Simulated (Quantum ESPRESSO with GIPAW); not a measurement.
**Solid-state NMR of K3SiNO3F6 by GIPAW**

Aim: the magnetic shielding of every site in K3SiNO3F6.

Calculated with Quantum ESPRESSO with GIPAW 8.0dev (patched build); DFT, PBEsol, plane-wave PAW (pslibrary 1.0.0 recipes), scalar-relativistic, GIPAW; a patched development version of the program.

## Step 1: Starting point

The structure is hexagonal, space group P6_3/mmc (No. 194). Conventional cell: a = 5.722 Å, b = 5.722 Å, c = 14.890 Å, α = 90.00°, β = 90.00°, γ = 120.00°. K has 6 O at 2.89 Å and 6 F at 3.07 Å nearest. Nearest to K lie 9 F at 2.89 to 2.95 Å and 3 O at 3.20 Å. Nearest to Si lie 6 F at 1.71 Å. Nearest to F lie 1 Si at 1.71 Å and 4 K at 2.89 to 3.07 Å. Nearest to O lie 1 N at 1.27 Å and 4 K at 2.89 to 3.20 Å. N has 3 O at 1.27 Å nearest. Farther neighbours and most contacts between anions are not listed.

The cell is a computed entry of the Materials Project; it need not be the form that is stable at ambient conditions.

This structure had its atoms relaxed beforehand (DFT, PBEsol, plane-wave PAW (pslibrary 1.0.0 recipes), Quantum ESPRESSO with GIPAW), starting from the database entry, since shieldings follow bond lengths closely.

## Step 2: Self-consistent run

First the ground state. The response equations take the occupied wavefunctions as exact, so conv_thr is set much tighter than for an energy. A few empty states are carried so that the solver misses no level; the response is solved without them. The mesh has a spacing of 0.32 Å⁻¹ at most. The PAW files were made with ld1.x from the pslibrary 1.0.0 recipes, with GIPAW reconstruction switched on (the recipe of F slightly mended, as the packaged one fails to give a sound file).

scf.in

```
&control
  calculation = 'scf'
  prefix = 'x'
  outdir = './tmp/'
  pseudo_dir = './'
/
&system
  ibrav = 0
  nat = 28
  ntyp = 5
  ecutwfc = 55
  ecutrho = 340
  nbnd = 100
/
&electrons
  conv_thr = 1.0d-10
  mixing_beta = 0.7
  electron_maxstep = 100
/
ATOMIC_SPECIES
  K 39.098 K.pbesol-spn-kjpaw_psl.1.0.0-gipaw.UPF
  Si 28.085 Si.pbesol-n-kjpaw_psl.1.0.0-gipaw.UPF
  F 18.998 F.pbesol-n-kjpaw_psl.1.0.0-gipaw.UPF
  O 15.999 O.pbesol-n-kjpaw_psl.1.0.0-gipaw.UPF
  N 14.007 N.pbesol-n-kjpaw_psl.1.0.0-gipaw.UPF
CELL_PARAMETERS angstrom
  5.72195421 0.00000000 0.00000000
  -2.86097710 4.95535770 0.00000000
  0.00000000 0.00000000 14.89028600
ATOMIC_POSITIONS crystal
  K 0.00000000 0.00000000 0.75000000
  K -0.00000000 -0.00000000 0.25000000
  K 0.33333333 0.66666667 0.91533529
  K 0.66666667 0.33333333 0.41533529
  K 0.66666667 0.33333333 0.08466471
  K 0.33333333 0.66666667 0.58466471
  Si -0.00000000 -0.00000000 0.00000000
  Si 0.00000000 0.00000000 0.50000000
  F 0.85920491 0.14079509 0.93387988
  F 0.14079509 0.85920491 0.43387988
  F 0.14079509 0.28159018 0.43387988
  F 0.28159018 0.14079509 0.93387988
  F 0.71840982 0.85920491 0.43387988
  F 0.85920491 0.71840982 0.56612012
  F 0.14079509 0.28159018 0.06612012
  F 0.71840982 0.85920491 0.06612012
  F 0.28159018 0.14079509 0.56612012
  F 0.85920491 0.71840982 0.93387988
  F 0.14079509 0.85920491 0.06612012
  F 0.85920491 0.14079509 0.56612012
  O 0.92236718 0.46118359 0.75000000
  O 0.46118359 0.53881641 0.25000000
  O 0.53881641 0.46118359 0.75000000
  O 0.53881641 0.07763282 0.75000000
  O 0.46118359 0.92236718 0.25000000
  O 0.07763282 0.53881641 0.25000000
  N 0.66666667 0.33333333 0.75000000
  N 0.33333333 0.66666667 0.25000000
K_POINTS automatic
  4 4 2 1 1 1
```

On the command line:

```console
$ mpirun -np 4 pw.x -nk 4 -in scf.in > scf.out
```

Output:

```text
[...]
as large as its charge; the limit is 4.5
     Functions over the limit replaced by smooth ones with the moment of the charge, as mend_augmentation asks: 2
     This moves results (see INPUT_PW). Waves and levels in the save fit builds from 8.0dev_s219 on
     using ibrav=0 with symmetry is DISCOURAGED, use correct ibrav instead

     bravais-lattice index     =            0
     lattice parameter (alat)  =      10.8129  a.u.
     unit-cell volume          =    2849.1744 (a.u.)^3
     number of atoms/cell      =           28
     number of atomic types    =            5
     number of electrons       =       192.00
     number of Kohn-Sham states=          100
     kinetic-energy cutoff     =      55.0000  Ry
     charge density cutoff     =     340.0000  Ry
     scf convergence threshold =      1.0E-10
     mixing beta               =       0.7000
     number of iterations used =            8  plain     mixing
     Exchange-correlation= SLA-PW-PSX-PSC
                           (   1   4  10   8   0   0   0)
[...]
K                 9.00    39.09800     K ( 1.00)
     Si                4.00    28.08500     Si( 1.00)
     F                 7.00    18.99800     F ( 1.00)
     O                 6.00    15.99900     O ( 1.00)
     N                 5.00    14.00700     N ( 1.00)

     24 Sym. Ops., with inversion, found (12 have fractional translation)
[...]
number of k points=     6
[...]
Dense  grid:   301509 G-vectors     FFT dimensions: (  64,  64, 180)

     Smooth grid:   157141 G-vectors     FFT dimensions: (  54,  54, 144)

     Check: negative core charge=   -0.000004

     Initial potential from superposition of free atoms

     starting charge     191.8875, renormalised to     192.0000
     Starting wfcs are  136 randomized atomic wfcs

     Self-consistent Calculation

     iteration #  1     ecut=    55.00 Ry     beta= 0.70
     Davidson diagonalization with overlap
     ethr =  1.00E-02,  avg # of iterations =  2.0

     total energy              =   -1767.50836079 Ry
     estimated scf accuracy    <       3.48908549 Ry

     iteration #  2     ecut=    55.00 Ry     beta= 0.70
     Davidson diagonalization with overlap
     ethr =  1.82E-03,  avg # of iterations =  5.5

     total energy              =   -1768.70288375 Ry
     estimated scf accuracy    <       4.55760887 Ry

     iteration #  3     ecut=    55.00 Ry     beta= 0.70
     Davidson diagonalization with overlap
     ethr =  1.82E-03,  avg # of iterations =  5.0

     total energy              =   -1769.33531513 Ry
     estimated scf accuracy    <       0.14214080 Ry

[...]
total energy              =   -1769.50624603 Ry
[...]
iteration # 17     ecut=    55.00 Ry     beta= 0.70
     Davidson diagonalization with overlap
     ethr =  1.42E-13,  avg # of iterations =  4.0

     total energy              =   -1769.50624603 Ry
     estimated scf accuracy    <          2.5E-10 Ry

     iteration # 18     ecut=    55.00 Ry     beta= 0.70
     Davidson diagonalization with overlap
     ethr =  1.30E-13,  avg # of iterations =  2.5

     The highest empty levels of an scf can be off by 1 eV or more

     End of self-consistent calculation
     [one-electron energies left out]

     highest occupied, lowest unoccupied level (ev):     2.6071    6.0514

!    total energy              =   -1769.50624603 Ry
     total all-electron energy =    -11884.860900 Ry
     estimated scf accuracy    <          3.7E-11 Ry

     The total energy is the sum of the following terms:
     one-electron contribution =    -605.16855398 Ry
     hartree contribution      =     402.41838812 Ry
     xc contribution           =    -248.66759929 Ry
     ewald contribution        =    -726.67986501 Ry
     one-center paw contrib.   =    -591.40861586 Ry

     convergence has been achieved in  18 iterations
[...]
JOB DONE.
```

Elapsed: 5.3 min, on 4 MPI ranks of Arm Neoverse V1, shared host; peak memory 2.5 GiB.

It converged in 18 cycles to an estimated accuracy of 4e-11 Ry, on 6 irreducible k-points.

(Part 1 of 2 ends here.)

[Banner, clock, file and message-heading lines were taken out of the pw.x and gipaw.x logs.]

[Logs are printed without paths, hosts, clocks, repeated set-up lines and the standing remarks that a program may print on its own settings, such as how far it seeks lower states.]

[Hosts, paths, dates, database ids (printed as entryN), source tags and the programs' standing remarks are cut or masked in the printed files.]

[Where no reference line passes its bar on scatter, no shift is given, so a measured shift of this compound may stand uncompared.]
